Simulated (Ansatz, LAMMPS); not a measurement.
# Elastic response of glassy NaFeSi2O6 (120 atoms), part 3 of 4

Aim: relax glassy NaFeSi2O6 (120 atoms), then change its volume to read the bulk modulus from the stress.

Ansatz 0.2.0; Kohn-Sham DFT, PBE, PAW (set soft_2), plane waves.

The cell: 12 Fe, 12 Na, 72 O and 24 Si. The quench rate of 10 K/ps is many orders above laboratory rates. The network of bonds at the start is that of the classical potential that made the cell. Without a Hubbard term or exact exchange, open shells on Fe are likely too delocalised. The Brillouin zone is sampled at Γ only.

So far. Step 2 (Single point at the start): The r.m.s. force at the start is 1.3 eV/Å. Step 3 (Cell and atoms relaxed): The relaxation converged after 26 steps, with a largest force component of 0.038 eV/Å.

## (4) Single point at the relaxed geometry

The electronic structure is read at the final geometry, in a run of its own.

Input file input.yaml:

```yaml
crystal:
  lattice:
    - [11.79337, 0.22185, -0.21404]
    - [0.22185, 12.10056, 0.07477]
    - [-0.21404, 0.07477, 11.56599]
  atoms:
    - { symbol: Fe, position: [0.05061, 0.98785, 0.50252], spin: 5.0 }
    - { symbol: Fe, position: [0.8533, 0.06916, 0.6509], spin: 5.0 }
    - { symbol: Fe, position: [0.1371, 0.43283, 0.50575], spin: -5.0 }
    - { symbol: Fe, position: [0.37847, 0.69704, 0.78579], spin: 5.0 }
    - { symbol: Fe, position: [0.85968, 0.53692, 0.8227], spin: 5.0 }
    - { symbol: Fe, position: [0.45269, 0.65597, 0.45939], spin: -5.0 }
    [... 108 atom lines left out ...]
    - { symbol: Si, position: [0.3642, 0.84465, 0.12591] }
    - { symbol: Si, position: [0.9246, 0.26738, 0.48342] }
    - { symbol: Si, position: [0.02816, 0.01844, 0.81395] }
    - { symbol: Si, position: [0.30252, 0.29034, 0.31518] }
    - { symbol: Si, position: [0.3823, 0.52834, 0.23972] }
    - { symbol: Si, position: [0.51948, 0.26788, 0.62015] }
magnetization:
  spin_polarized: true
kpoints:
  mp_grid: { grid: [1, 1, 1] }
hamiltonian:
  xc: pbe
scf:
  occupations: { method: fermi_dirac, width: 0.05 }
  lower_state_search: "off"
output:
  forces: true
  stress: true
  populations: intrinsic
  dos:
    method: { smearing: { sigma: 0.08 } }
    de: 0.1
    projected: { site_lists: { Fe: [Fe], Na: [Na], O: [O], Si: [Si] } }
  eigenvalues: true
  write_density: true
  write_potential: true
  volumetric_format: npy
```

On the command line:

```bash
> ansatz run input.yaml --threads 8 --pin off --max-ram 15872MiB --backend cpu --events-out ev --progress --plain --runs-dir out
```

Numbers of over 12 decimals in the logs are rounded to 6 here.

What it wrote:

```text
[...]
Crystal: 120 atoms, lattice volume = 1649.344 Å³
Basis set: ecut = 420 eV, 32255 PW (Γ), exchange–correlation on 160×162×160 points (8 copies of the dense FFT grid, shifted against one another)
Bands: 564, of which v1, the nominal top of the filled ones, is band 414 counted from 1 (413 counted from 0)
Symmetry: 1 space group operations
[...]
k-points: 1
[...]
Starting moments: Σ|m| = 60 μB on 12 of 120 sites
[...]
SCF iter   1: F=—  HF=-127928.407172 eV  |F-HF|=—  |Δ(HF+E_count)|=         —  Δρ=2.07e-1 (↑2.07e-1 ↓2.01e-1)  dr2=3.08e3  dr2_m=2.56e2  M=1.173 μB ∫|m|=18.040 μB  β_m=0.30  ethr=3.10e-3  ⟨swp⟩=7.0  Hψ=4505  notcnv=0  defer=120
[...]
SCF iter  10: F=—  HF=-127802.382962 eV  |F-HF|=—  |Δ(HF+E_count)|=   9.29e-2  Δρ=1.24e-2 (↑1.10e-2 ↓1.24e-2)  dr2=1.58e0  dr2_m=1.62e0  M=0.012 μB ∫|m|=54.606 μB  β_m=0.30  ethr=5.22e-4  ⟨swp⟩=4.5  Hψ=2468  notcnv=0  defer=240
[...]
spin-set hold released at iteration 10 (site moments contracting): the magnetisation degrees of freedom join the quasi-Newton model from the next iteration; the mixer history was flushed
SCF iter  11: F=—  HF=-127802.443424 eV  |F-HF|=—  |Δ(HF+E_count)|=   6.05e-2  Δρ=1.06e-2 (↑1.06e-2 ↓8.81e-3)  dr2=1.10e0  dr2_m=1.21e0  M=0.006 μB ∫|m|=55.250 μB  β_m=0.41  ethr=1.91e-4  ⟨swp⟩=3.0  Hψ=1795  notcnv=0  defer=240
[...]
SCF iter  29: F=-127802.580187 eV  HF=-127802.580187 eV  |F-HF|=3.35e-8  |Δ(HF+E_count)|=  1.16e-10  Δρ=9.37e-7 (↑9.37e-7 ↓8.51e-7)  dr2=5.25e-8  dr2_m=3.15e-9  M=0.003 μB ∫|m|=55.399 μB  ethr=1.21e-11  ⟨swp⟩=16.0  Hψ=9036  notcnv=0
SCF 1 converged in 29 iterations: F = -127802.580187 eV  dr2 = 5.25e-8
[...]
WARN: The input density's exchange-correlation potential varies sharply where the density is thin. Do not read a vacuum level from v_tot or v_xc, or from such a field of the output density. On a cell that repeats whose density bears no net charge and no dipole along the vacuum's axis use v_es (v_loc + v_h of the components); [...]
SCF converged after 29 iterations
Magnetization: 0.0029 μB (414.0015 up, 413.9985 down)
Absolute magnetization: 55.4238 μB (∫|ρ↑−ρ↓|, with the PAW one-centre terms)
[...]
Per-site moments (μB) at R_I (Å): [(3.429728, 0.751332), (3.714397, 0.794047), (-3.472010, 0.758400), (3.560870, 0.761019), (3.661982, 0.775574), [...]
Free energy (F): -127802.580187 eV
[...]
Internal energy: -127802.577145 eV  (E = F + TS)
E sigma→0 (E₀):  -127802.578666 eV
Entropy (-TS):   -0.003043 eV (-0.025 meV/atom)
Fermi energy:    4.653984 eV
[...]
--- Forces (eV/Å), atoms counted from 1 ---
  atom   1  Fe    -0.00729629    -0.00650310    -0.02027200
  atom   2  Fe    -0.00492835    -0.00526300     0.00048888
  atom   3  Fe    -0.00971913    -0.00308219     0.01923065
  atom   4  Fe    -0.00131875    -0.00199089    -0.01488551
  atom   5  Fe    -0.01313684    -0.00430691     0.00826594
  atom   6  Fe    -0.03721925     0.00165321    -0.00749983
  atom   7  Fe    -0.00907723    -0.01516081    -0.00838781
  atom   8  Fe    -0.00777878     0.00215578    -0.00126508
  atom   9  Fe    -0.01158880     0.00745325     0.01353205
  atom  10  Fe    -0.00129524    -0.02045490    -0.00057363
  atom  11  Fe     0.01425126    -0.01450114     0.01626691
  atom  12  Fe    -0.01187278     0.01115733    -0.00162283
  atom  13  Na     0.00912528     0.00670036     0.00115344
  atom  14  Na    -0.00211514    -0.00862207     0.00195445
[...]
atom 119  Si    -0.02217290     0.00307955    -0.00196983
  atom 120  Si     0.00636773     0.00699420    -0.00664009
  max |Σ_I F_I| component: 9.28e-5 eV/Å
--- Stress (GPa, compression-positive) ---
        0.002635       0.019440      -0.024791
        0.019440       0.020509      -0.009074
       -0.024791      -0.009074      -0.023915
  P = ⅓ Tr σ = -0.0003 GPa (-0.003 kbar)
--- Band table (eV) ---
[...]
--- intrinsic populations: 120 sites ---
  site symbol       q [e]    m [muB]
     0     Fe     14.5516     3.7421
     1     Fe     14.4728     3.9484
     2     Fe     14.5728    -3.8018
[...]
119     Si      2.2611     0.0005
  spilling = 0.000000 (of n_electrons = 828.000000)
```

Elapsed: 93 s, on 8 threads of Intel Xeon at 2.70GHz, shared host; peak memory 4.7 GiB; 11 min of CPU time.

The program notes that the exchange-correlation potential is rough where the density is thin.

The run gave:

* free energy: -127802.5802 eV
* free energy per atom: -1065.0215 eV/atom
* SCF cycles: 29
* pressure: -0.0002572 GPa
* r.m.s. force component: 0.00899 eV/Å
* longest force: 0.038 eV/Å
* Fermi energy: 4.654 eV
* gap (highest filled to lowest empty level): 0.5745 eV
* absolute moment: 55.42 μB

Intrinsic-atomic-orbital charges by element and coordination:

```
element  coordination  atoms  mean charge (e)  spread   least    most
     Fe           all     12             1.46  0.0533    1.35    1.53
     Fe             4      4             1.41  0.0508    1.35    1.48
     Fe             5      6             1.48  0.0367    1.43    1.53
     Fe             6      2             1.51  0.0202    1.49    1.53
     Na           all     12            0.806  0.0116   0.789   0.829
     Na             3      1            0.813       0   0.813   0.813
     Na             4      4            0.807  0.0147   0.790   0.829
     Na             5      5            0.802  0.0102   0.789   0.817
     Na             6      1            0.816       0   0.816   0.816
     Na             7      1            0.804       0   0.804   0.804
      O           all     72           -0.931  0.0536   -1.07  -0.780
      O             2     18           -0.890   0.011  -0.914  -0.868
      O             3     41           -0.931  0.0517   -1.06  -0.780
      O             4     13           -0.990  0.0395   -1.07  -0.925
     Si           all     24             1.66  0.0434    1.56    1.74
```

Magnetic moments by element and coordination:

```
element  coordination  atoms  mean moment (μB)  spread    least     most
     Fe           all     12             0.002    3.52    -3.67     3.71
     Fe             4      4            -0.023    3.40    -3.52     3.56
     Fe             5      6             -1.19    3.35    -3.67     3.66
     Fe             6      2              3.64   0.078     3.56     3.71
     Na           all     12                 0  3.0e-4  -5.0e-4   5.0e-4
     Na             3      1                 0       0        0        0
     Na             4      4           -1.0e-4  4.0e-4  -5.0e-4   5.0e-4
     Na             5      5                 0  3.0e-4  -3.0e-4   5.0e-4
     Na             6      1            1.0e-4       0   1.0e-4   1.0e-4
     Na             7      1           -1.0e-4       0  -1.0e-4  -1.0e-4
      O           all     72            2.0e-4  0.0955   -0.183    0.206
      O             2     18            0.0156   0.091   -0.159    0.206
      O             3     41           -0.0245  0.0918   -0.183    0.163
      O             4     13             0.057  0.0835   -0.160    0.155
     Si           all     24            3.0e-4   0.004  -0.0082   0.0109
```

Density of states as counts of states in windows of 1 eV (from the Fermi level), total and the larger projections:

```
from (eV)  to (eV)  total up  total down   O p  Fe d  Si p
      -10       -9       6.7         6.8   9.0   0.1   0.8
       -9       -8       6.0         6.2   8.3   0.3   0.9
       -8       -7      10.0        11.1  14.6   1.2   2.1
       -7       -6      24.9        22.8  32.6   6.7   5.6
       -6       -5      27.3        29.4  37.6  11.7   4.1
       -5       -4      39.8        38.0  55.0  15.0   3.5
       -4       -3      42.1        42.3  67.0  11.4   2.2
       -3       -2      45.5        46.2  76.7  10.4   1.5
       -2       -1      33.4        35.0  56.0   9.6   0.9
       -1        0       9.3         7.3  10.3   5.4   0.2
        0        1      12.0         9.9   3.3  18.1   0.2
        1        2      13.8        14.5   5.7  21.1   0.3
        2        3       4.3         5.7   2.4   6.5   0.1
        3        4       0.9         0.8   0.0   0.0   0.0
        4        5       5.3         5.6   1.0   0.1   0.7
```

The curve was stored every 0.100 eV, coarse against its broadening of 0.08 eV, so these counts are rough.

Between -26 and -10 eV lie 218 more states.

The stored curve holds about 708 of the 828 electrons; the rest, give or take the few that broadening carries across the Fermi level, lie in deeper levels below its range.

The levels nearest the highest filled one (over half full), pooled over k-points and spins:

```
level less the highest filled one (eV)  occupation
                                -0.304           1
                                -0.286           1
                                -0.247           1
                                -0.161           1
                               -0.0333       0.999
                                     0       0.997
                                 0.575       0.004
                                 0.679           0
                                 0.798           0
                                 0.838           0
                                 0.853           0
                                 0.871           0
```

Spin density in the ac plane at fractional y = 0.536, with atoms of Fe and Na and O and Si within 0.2 Å of it.

Values in e/Å³, 13 rows by 16 columns, each cell a mean:
```
 0.0  0.0  0.0  0.0  0.0  0.0  0.0  0.0  0.0  0.0  0.0  0.0  0.0  0.0  0.0  0.0
 0.0  0.0  0.0  0.0  0.0  0.0  0.0  0.0  0.0  0.0  0.0  0.0  0.1  1.2  0.9  0.0
 0.0  0.0  0.0  0.0  0.0  0.0  0.0  0.0  0.0  0.0  0.0  0.0  0.1  3.2  2.0  0.0
 0.1  0.0  0.0  0.0  0.0  0.1  0.1  0.0  0.0  0.0  0.0  0.0  0.0  0.1  0.0  0.2
 0.0  0.0  0.0  0.0  0.0  0.0  0.0  0.0  0.0  0.0  0.0  0.0  0.0  0.0  0.0  0.0
 0.0  0.0  0.0  0.0  0.0  0.0  0.0  0.0  0.0  0.0  0.0  0.0  0.0  0.0  0.0  0.0
 0.0  0.0  0.0  0.0  0.0 -0.1  0.0  0.0  0.0  0.0  0.0  0.0  0.0  0.0  0.0  0.0
 0.0  0.0  0.0  0.0  0.0  0.0  0.0  0.0  0.0  0.0  0.0  0.0  0.0  0.0  0.0  0.0
 0.0  0.0  0.0  0.0  0.0  0.0  0.0 -0.1 -0.1  0.0  0.0  0.0  0.0  0.0  0.0  0.1
 1.4  0.0  0.0  0.0  0.0  0.0  0.0  0.0  0.0  0.0  0.0  0.0  0.0  0.1  0.2  3.4
 0.4  0.0  0.0  0.0  0.0  0.0  0.0  0.0  0.0  0.0  0.0  0.0  0.0  0.1  0.1  1.0
 0.0  0.0  0.0  0.0  0.0  0.0  0.0  0.0  0.0  0.0  0.0  0.0  0.0  0.0  0.0  0.0
 0.0  0.0 -0.1  0.0  0.0  0.0  0.0  0.0  0.0  0.0  0.0  0.0  0.0  0.0  0.0  0.0
```
Columns run along a (11.8 Å), rows up along c (11.6 Å). Atoms in or near the plane, at fractional coordinates: Fe at (0.86, 0.82), Fe at (0.98, 0.24), Na at (0.19, 0.81), O at (0.98, 0.73), O at (0.82, 0.22), O at (0.42, 0.10), O at (0.37, 0.73), O at (0.33, 0.50), Si at (0.76, 0.09), Si at (0.38, 0.24).

Valence density in the ac plane at fractional y = 0.536, with atoms of Fe and Na and O and Si within 0.2 Å of it. It is the smooth field of the valence electrons, not physical close to the nuclei.

Values in e/Å³, 13 rows by 16 columns, each cell a mean:
```
 0  0  1  1  0  0  0  0  0  0  0  0  0  1  0  0
 0  0  1  1  0  0  0  0  0  0  0  0  0  4  3  0
 1  0  5  8  0  1  1  0  0  1  0  0  0 11  7  1
 3  0  0  0  0  3  4  0  1  4  0  0  0  0  1  4
 0  0  0  0  0  1  1  0  0  0  0  0  0  0  0  1
 0  1  1  0  0  1  0  0  0  0  0  0  0  0  0  0
 0  0  0  0  1  5  1  0  0  0  0  0  0  0  0  0
 0  1  0  0  0  1  0  0  0  0  0  0  0  0  0  0
 1  1  0  0  0  0  0  2  2  0  0  0  0  0  0  0
 6  0  0  0  1  0  0  1  0  0  0  0  1  2  1 13
 2  0  0  0  0  0  1  1  0  0  0  0  2  3  1  4
 0  0  0  0  0  0  4  3  0  0  0  0  0  0  0  0
 0  0  2  2  0  0  1  1  0  0  0  0  0  1  0  0
```
Columns run along a (11.8 Å), rows up along c (11.6 Å). Atoms in or near the plane, at fractional coordinates: Fe at (0.86, 0.82), Fe at (0.98, 0.24), Na at (0.19, 0.81), O at (0.98, 0.73), O at (0.82, 0.22), O at (0.42, 0.10), O at (0.37, 0.73), O at (0.33, 0.50), Si at (0.76, 0.09), Si at (0.38, 0.24).

The highest filled and lowest empty levels differ by 0.575 eV (at Γ alone); a semilocal functional tends to put such gaps too low. In a disordered cell it changes from sample to sample, and tail or defect levels can set it. Mean intrinsic-atomic-orbital charges: Fe +1.46, Na +0.81, O -0.93, Si +1.66 e. The cell holds a total moment of 0.00294 μB, from site moments of up to 3.7 μB that point both ways; no search proves this magnetic order the lowest. The largest share in the top eV of filled states is O p (69 % of the projected weight), and in the lowest eV of empty states Fe d (82 % of the projected weight).

## (5) Volume -3 %

The relaxed cell is scaled evenly and the atoms are relaxed again; the stress at the end gives one point of P(V).

input.yaml, the sections that differ from step 4:

```yaml
crystal:
  lattice:
    - [11.67424, 0.21961, -0.21188]
    - [0.21961, 11.97832, 0.07401]
    - [-0.21188, 0.07401, 11.44915]
  atoms:
    [... the 120 atom lines of step 4 ...]
output:
  forces: true
  eigenvalues: true
  stress: true
relax:
  f_tol: 0.05
  max_steps: 70
# magnetization, kpoints, hamiltonian, scf: as in step 4
```

What it wrote:

```text
Warning: output.stress: scf.convergence.dr2_threshold = 1e-7 eV (the SCF's general default) is looser than the 1.08e-8 eV advised for a printed stress (1e-10 eV for each atom of the cell: 120, of which 108 are counted). What an SCF threshold leaves in a stress goes as its square root, and in the free energy as the threshold itself, and one threshold admits the most on a small cell: [...]
[...]
Crystal: 120 atoms, lattice volume = 1599.863 Å³
Basis set: ecut = 420 eV, 31247 PW (Γ), exchange–correlation on 160×162×160 points (8 copies of the dense FFT grid, shifted against one another)
Bands: 564, of which v1, the nominal top of the filled ones, is band 414 counted from 1 (413 counted from 0)
Symmetry: 1 space group operations
[...]
k-points: 1
[...]
Starting moments: Σ|m| = 60 μB on 12 of 120 sites
[...]
SCF iter   1: F=—  HF=-127922.634098 eV  |F-HF|=—  |Δ(HF+E_count)|=         —  Δρ=2.04e-1 (↑2.04e-1 ↓1.97e-1)  dr2=2.88e3  dr2_m=2.41e2  M=1.323 μB ∫|m|=19.534 μB  β_m=0.30  ethr=3.10e-3  ⟨swp⟩=7.0  Hψ=4518  notcnv=0  defer=118
[...]
SCF iter   3: F=—  HF=-127821.154660 eV  |F-HF|=—  |Δ(HF+E_count)|=    5.90e1  Δρ=4.50e-2 (↑4.50e-2 ↓4.37e-2)  dr2=9.88e1  dr2_m=3.95e0  M=-0.002 μB ∫|m|=55.956 μB  β_m=1.00  ethr=3.10e-3  ⟨swp⟩=4.0  Hψ=2278  notcnv=0  defer=245
[...]
SCF iter  13: F=—  HF=-127801.863493 eV  |F-HF|=—  |Δ(HF+E_count)|=   3.31e-2  Δρ=2.11e-3 (↑2.03e-3 ↓2.11e-3)  dr2=6.18e-1  dr2_m=4.04e-3  M=0.051 μB ∫|m|=54.921 μB  β_m=0.30  ethr=8.96e-5  ⟨swp⟩=3.0  Hψ=933  notcnv=0  defer=250
[...]
SCF iter  16: F=—  HF=-127801.904178 eV  |F-HF|=—  |Δ(HF+E_count)|=   1.12e-2  Δρ=1.22e-3 (↑1.22e-3 ↓9.51e-4)  dr2=1.60e-1  dr2_m=4.70e-3  M=0.013 μB ∫|m|=55.106 μB  β_m=0.29  ethr=3.13e-5  ⟨swp⟩=2.0  Hψ=1177  notcnv=0  defer=250
[...]
SCF iter  22: F=—  HF=-127801.895502 eV  |F-HF|=—  |Δ(HF+E_count)|=   2.57e-4  Δρ=1.93e-4 (↑1.93e-4 ↓1.25e-4)  dr2=1.48e-3  dr2_m=9.63e-5  M=0.005 μB ∫|m|=55.169 μB  β_m=0.41  ethr=1.11e-7  ⟨swp⟩=2.0  Hψ=1699  notcnv=0  defer=250
SCF iter  23: F=-127801.895421 eV  HF=-127801.895420 eV  |F-HF|=1.27e-6  |Δ(HF+E_count)|=   8.21e-5  Δρ=3.08e-5 (↑3.02e-5 ↓3.08e-5)  dr2=5.58e-5  dr2_m=4.86e-6  M=0.005 μB ∫|m|=55.169 μB  ethr=7.55e-9  ⟨swp⟩=13.0  Hψ=7077  notcnv=0
SCF 1 converged in 23 iterations: F = -127801.895421 eV  dr2 = 5.58e-5
[...]
relax step   1: F+E_penalty+E_count = -127801.89542104 eV  Δ(F+E_penalty+E_count) = +0.000e0 eV  max|allowed force component| = 6.168e-1 eV/Å  Δτ_max = 0.0000 Å  (23 SCF iters, dr2 threshold 6.25e-5 eV, accepted)
[... from here on, the SCF cycles and remarks between the steps are left out ...]
relax step   2: F+E_penalty+E_count = -127802.12750273 eV  Δ(F+E_penalty+E_count) = -2.321e-1 eV  max|allowed force component| = 3.082e-1 eV/Å  Δτ_max = 0.0366 Å  (9 SCF iters, dr2 threshold 2.38e-5 eV, accepted)
relax step   3: F+E_penalty+E_count = -127802.27709128 eV  Δ(F+E_penalty+E_count) = -1.496e-1 eV  max|allowed force component| = 1.388e-1 eV/Å  Δτ_max = 0.0674 Å  (12 SCF iters, dr2 threshold 5.94e-6 eV, accepted)
relax step   4: F+E_penalty+E_count = -127802.20048778 eV  Δ(F+E_penalty+E_count) = +7.660e-2 eV  max|allowed force component| = 5.094e-1 eV/Å  Δτ_max = 0.2000 Å  (12 SCF iters, dr2 threshold 3.91e-6 eV, rejected (line search))
relax step   5: F+E_penalty+E_count = -127802.30819097 eV  Δ(F+E_penalty+E_count) = -3.110e-2 eV  max|allowed force component| = 1.083e-1 eV/Å  Δτ_max = 0.0606 Å  (15 SCF iters, accepted)
relax step   6: F+E_penalty+E_count = -127802.31545735 eV  Δ(F+E_penalty+E_count) = -7.266e-3 eV  max|allowed force component| = 1.044e-1 eV/Å  Δτ_max = 0.1000 Å  (15 SCF iters, accepted)
relax step   7: F+E_penalty+E_count = -127802.32290046 eV  Δ(F+E_penalty+E_count) = -7.443e-3 eV  max|allowed force component| = 4.764e-2 eV/Å  Δτ_max = 0.0338 Å  (8 SCF iters, dr2 threshold 6.63e-6 eV, accepted)
relax step   8: F+E_penalty+E_count = -127802.32290349 eV  Δ(F+E_penalty+E_count) = -3.032e-6 eV  max|allowed force component| = 4.763e-2 eV/Å  Δτ_max = 0.0000 Å  (6 SCF iters, accepted)
SCF converged after 6 iterations
Magnetization: 0.0028 μB (414.0014 up, 413.9986 down)
Absolute magnetization: 55.2669 μB (∫|ρ↑−ρ↓|, with the PAW one-centre terms)
[...]
Per-site moments (μB) at R_I (Å): [(3.410422, 0.749654), (3.704355, 0.790118), (-3.454628, 0.755033), (3.541792, 0.754698), (3.666465, 0.777047), [...]
Free energy (F): -127802.322903 eV
[...]
Internal energy: -127802.318269 eV  (E = F + TS)
E sigma→0 (E₀):  -127802.320586 eV
Entropy (-TS):   -0.004634 eV (-0.039 meV/atom)
Fermi energy:    4.996873 eV
[...]
Σ components = -127802.322903   (vs F -127802.322903, Δ=0.00e0)
--- Forces (eV/Å), atoms counted from 1 ---
  atom   1  Fe    -0.02574943    -0.00424219    -0.00369834
  atom   2  Fe    -0.00084736     0.01579211     0.01327523
  atom   3  Fe    -0.00130907     0.01375406     0.00398693
  atom   4  Fe    -0.00769734    -0.01011680    -0.00515674
[...]
atom 120  Si     0.03089723     0.01085769     0.02504494
  max |Σ_I F_I| component: 1.71e-4 eV/Å
--- Stress (GPa, compression-positive) ---
        1.644868       0.097609       0.106436
        0.097609       1.606672      -0.043708
        0.106436      -0.043708       1.708015
  P = ⅓ Tr σ = 1.6532 GPa (16.532 kbar)
--- Band table (eV) ---
[...]
--- Relaxed structure (8 steps of the walk, 7 accepted, 0 SCFs on fresh bases) ---
  F+E_penalty+E_count = -127802.32290349 eV   max|allowed force component| = 4.763e-2 eV/Å
  atoms:
    - { symbol: Fe, position: [0.049636, 0.991509, 0.502704] }
    - { symbol: Fe, position: [0.851650, 0.068778, 0.651950] }
    - { symbol: Fe, position: [0.139023, 0.433979, 0.507111] }
    - { symbol: Fe, position: [0.380112, 0.696554, 0.784478] }
[...]
- { symbol: Si, position: [0.519291, 0.264970, 0.620925] }
```

The job ended after 4.6 min (8 threads; peak memory 4.6 GiB).

The program notes that the SCF threshold is loose for the stress.

The relaxation converged after 8 steps, 0.427 eV below its start, with a largest force component of 0.048 eV/Å.

Volume -3 %: the energy stands 0.257 eV above that of the reference, at a pressure of 1.65 GPa.

## (6) Volume +3 %

The relaxed cell is scaled to another volume.

Input and log are left out; they have the form of those shown for this kind of step.

Wall time 8.7 min (8 threads of Intel Xeon at 2.70GHz, shared host); peak memory 4.9 GiB; 62 min of CPU time.

The relaxation converged after 11 steps, 0.384 eV below its start, with a largest force component of 0.039 eV/Å.

Volume +3 %: the energy stands 0.235 eV above that of the reference, at a pressure of -1.46 GPa.

(Continued in part 4 of 4.)

[Logs are printed without paths, hosts, clocks, repeated set-up lines and the standing remarks that a program may print on its own settings, such as how far it seeks lower states.]

[Hosts, paths, dates, database ids (printed as entryN), source tags and the programs' standing remarks are cut or masked in the printed files.]
